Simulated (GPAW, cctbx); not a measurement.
# By hand: from a DFT structure factor to an extinction distance in Li2TeBr6

Li2TeBr6, Fm-3m (no. 225), a = 10.6987 Å, b = 10.6987 Å, c = 10.6987 Å, α = 90.00°, β = 90.00°, γ = 90.00°.

| atom | mult. | x | y | z |
| --- | --- | --- | --- | --- |
| Te1 | 4 | 0 | 0 | 0 |
| Br1 | 24 | 0 | 0 | 0.7465 |
| Li1 | 8 | 1/4 | 1/4 | 3/4 |

The cell comes from substitution in a known structure type and wasn't matched to any measured phase.

A DFT run (GPAW, PBE, 550 eV, 3×3×3 k-points, Fermi–Dirac width 0.05 eV) gives the static X-ray structure factor of 111 as 179.024 e for the conventional cell; superposed free atoms give 179.712 e. **Problem.** Find the Fourier component V of the crystal potential and the two-beam extinction distance at 120 kV in both cases.

## Step 1: Geometry

The cell volume is Ω = 1224.59 Å³ and d(111) = 6.1769 Å, so g = 1/d = 0.1619 Å⁻¹.

## Step 2: The nuclei

Electrons feel nuclei as well as electrons, so the nuclear charges are summed with the same phases.

Phase sums Σ exp(2πi h·x), turned so that the total is real and positive: Te +4.000, Br -0.533, Li 0.000. Then F_Z = 52 × (+4.000) + 35 × (-0.533) + 3 × (0.000) = 189.35 e. The electron term has the same sign for this reflection.

## Step 3: Mott–Bethe

Poisson's equation, term by term, gives V = (e/4πε₀)(F_Z − F)/(πΩg²), with e/4πε₀ = 14.3996 V Å.

The prefactor is 14.3996 × 6.1769²/(π × 1224.59) = 0.14281 V per electron. Free atoms: (189.35 − 179.712) × 0.14281 = 1.376 V. Crystal: (189.35 − 179.024) × 0.14281 = 1.475 V. F changes by -0.38 % and V by +7.1 %: the same 0.69 e is measured against F_Z − F = 9.6 e in place of F = 179.7 e.

## Step 4: Extinction distance

In the two-beam case ξ = 1/(λU) with U = 2γm₀eV/h², that is ξ = 150.41 V Å²/(γλV).

At 120 kV, λ = 0.03349 Å and γ = 1.2348. Free atoms: ξ = 2642 Å. Crystal: ξ = 2466 Å. The thickness fringes go as sin²(πt/ξ), so the two patterns slip by a quarter of a period when t|1/ξ₁ − 1/ξ₀| = 1/4, at t ≈ 925 nm, thicker than usual samples. Thermal motion, absorption and many-beam coupling, left out here, change a real pattern.

## Step 5: Answer

V(111) is 1.47 V against 1.38 V, and ξ is 2466 against 2642 Å. Limits: static atoms, two beams.
